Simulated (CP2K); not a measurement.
Consider tetramethylammonium at its PBE geometry (Å).

```xyz
17

C    -0.2600   -0.6396   -1.3422
N    -0.0028   -0.0027   -0.0010
C     0.0674    1.4964   -0.1623
C    -1.1176   -0.3546    0.9508
C     1.3082   -0.5043    0.5527
H    -1.2107   -0.2652   -1.7349
H    -0.3056   -1.7258   -1.2144
H     0.5577   -0.3750   -2.0207
H     0.2559    1.9493    0.8167
H    -0.8858    1.8551   -0.5639
H     0.8821    1.7417   -0.8515
H    -2.0621    0.0173    0.5404
H    -1.1571   -1.4429    1.0617
H    -0.9174    0.1158    1.9190
H     1.2514   -1.5916    0.6674
H     2.1116   -0.2408   -0.1430
H     1.4849   -0.0331    1.5252
```

Method: CP2K XAS_TDP, all-electron GAPW, PBEh(45%), aug-cc-pVDZ, TDA, no relativity.

Question: Where do the C K-edge lines lie, and how strong are they?

Leading lines: C1 284.64 eV. The leading line of an atom is its first one with 35 % of the strongest within 2.5 eV of its lowest line over the strength cut. 

The first six lines of each atom with a strength over 0.0015:

```csv
atom,energy (eV),states,"strength, one atom"
"C1 (bonded to N and 3 H), 4 alike",284.64,1,0.0451
,286.07,1,0.0020
,286.39,2,0.0663
,287.46,1,0.0075
,288.55,3,0.0123
,289.46,2,0.0065
```

Lines are vertical, at one geometry, with no vibrational structure. Without a correction of the core level, line positions, and the gaps between valence and Rydberg lines, follow the share of exact exchange. At this level such K lines come out 3 to 6 eV under measured ones. These values hold no scalar relativity, about 0.1 eV for C 1s. Rydberg lines, and the discretised continuum above threshold, depend on the basis and the box. The ion (charge +1) is isolated, with no counter-ion or solvent.

[Banner, clock and machine lines of the logs are left out without a mark of their own.]

[Logs are printed without paths, hosts, clocks, repeated set-up lines and the standing remarks that a program may print on its own settings, such as how far it seeks lower states.]

[Hosts, paths, dates, database ids (printed as entryN), source tags and the programs' standing remarks are cut or masked in the printed files.]
